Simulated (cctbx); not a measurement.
# Reading a Patterson map

Space group Pnma (no. 62), a = 8.5150 Å, b = 5.2330 Å, c = 9.7240 Å, α = 90.00°, β = 90.00°, γ = 90.00°, content Rb4 Ti4 Si4.

The data are simulated with cctbx, not measured: Cu Kα, λ = 1.54184 Å, to d = 0.83 Å, 80 % of the full sphere, strongest reflection 40000 counts, noise from counting, a 3 % proportional error and a noise floor of 4 counts (s.d.); no absorption.

Patterson synthesis, origin scaled to 1000:

```text
Patterson group P m m m
      u       v       w   height  length (A)
  0.000   0.000   0.000   1000.0     0.00
  0.186   0.500   0.500    336.3     5.74
  0.500   0.000   0.361    331.2     5.52
  0.323   0.500   0.124    321.6     3.98
  0.145   0.000   0.379    178.5     3.88
  0.171   0.500   0.244    177.8     3.82
  0.500   0.500   0.500    174.6     6.97
  0.353   0.000   0.254    172.0     3.89
  0.073   0.500   0.182    107.3     3.22
  0.391   0.000   0.046    100.8     3.36
  0.500   0.000   0.132     91.5     4.45
  0.000   0.500   0.371     67.8     4.46
  0.254   0.000   0.306     57.0     3.68
  0.247   0.000   0.430     46.8     4.68
```

Q: Assign the vectors.

A peak at u stands for all pairs with xi − xj = u, with weight Σ ZiZj against Σ Z² = 8196 at the origin. Peak heights follow these weights only roughly, since form factors, motion and series ripples differ, all vectors within 0.55 Å of a peak are counted as merged into it though the farther ones add only part of their weight, and F(000) is left out, which lowers the whole map:

| u | v | w | shortest length (Å) | height | 1000 ΣZiZj/ΣZ² | pairs in the cell |
| --- | --- | --- | --- | --- | --- | --- |
| 0.186 | 0.500 | 0.500 | 5.74 | 336 | 334 | 2 × Rb–Rb |
| 0.500 | 0.000 | 0.361 | 5.52 | 331 | 334 | 2 × Rb–Rb |
| 0.323 | 0.500 | 0.124 | 3.98 | 322 | 366 | 2 × Rb–Ti, 1 × Rb–Rb |
| 0.145 | 0.000 | 0.379 | 3.89 | 178 | 199 | 2 × Rb–Ti |
| 0.171 | 0.500 | 0.244 | 3.82 | 178 | 199 | 2 × Rb–Ti |
| 0.500 | 0.500 | 0.500 | 6.97 | 175 | 236 | 4 × Ti–Ti |
| 0.353 | 0.000 | 0.254 | 3.89 | 172 | 199 | 2 × Rb–Ti |
| 0.073 | 0.500 | 0.182 | 3.22 | 107 | 126 | 2 × Rb–Si |
| 0.391 | 0.000 | 0.046 | 3.36 | 101 | 126 | 2 × Rb–Si |
| 0.500 | 0.000 | 0.132 | 4.45 | 92 | 118 | 2 × Ti–Ti |

The table stops at ten peaks or at a height of 45, below which ripples compete. In the model behind the data Rb, the heaviest element, has 1 independent site: (0.3430, 3/4, 0.9303), up to an allowed shift of origin; the Rb–Rb vectors are differences of these positions and their symmetry mates. The whole model:

| atom | mult. | x | y | z | Ueq (Å²) |
| --- | --- | --- | --- | --- | --- |
| Rb1 | 4 | 0.3430 | 3/4 | 0.9303 | 0.0058 |
| Ti1 | 4 | 0.5109 | 1/4 | 0.6840 | 0.0064 |
| Si1 | 4 | 0.2335 | 3/4 | 0.6155 | 0.0072 |

The model is made up (kin elements in a known structure type, no relaxation), so it says nothing on whether the phase exists.

[Logs are printed without paths, hosts, clocks, repeated set-up lines and the standing remarks that a program may print on its own settings, such as how far it seeks lower states.]
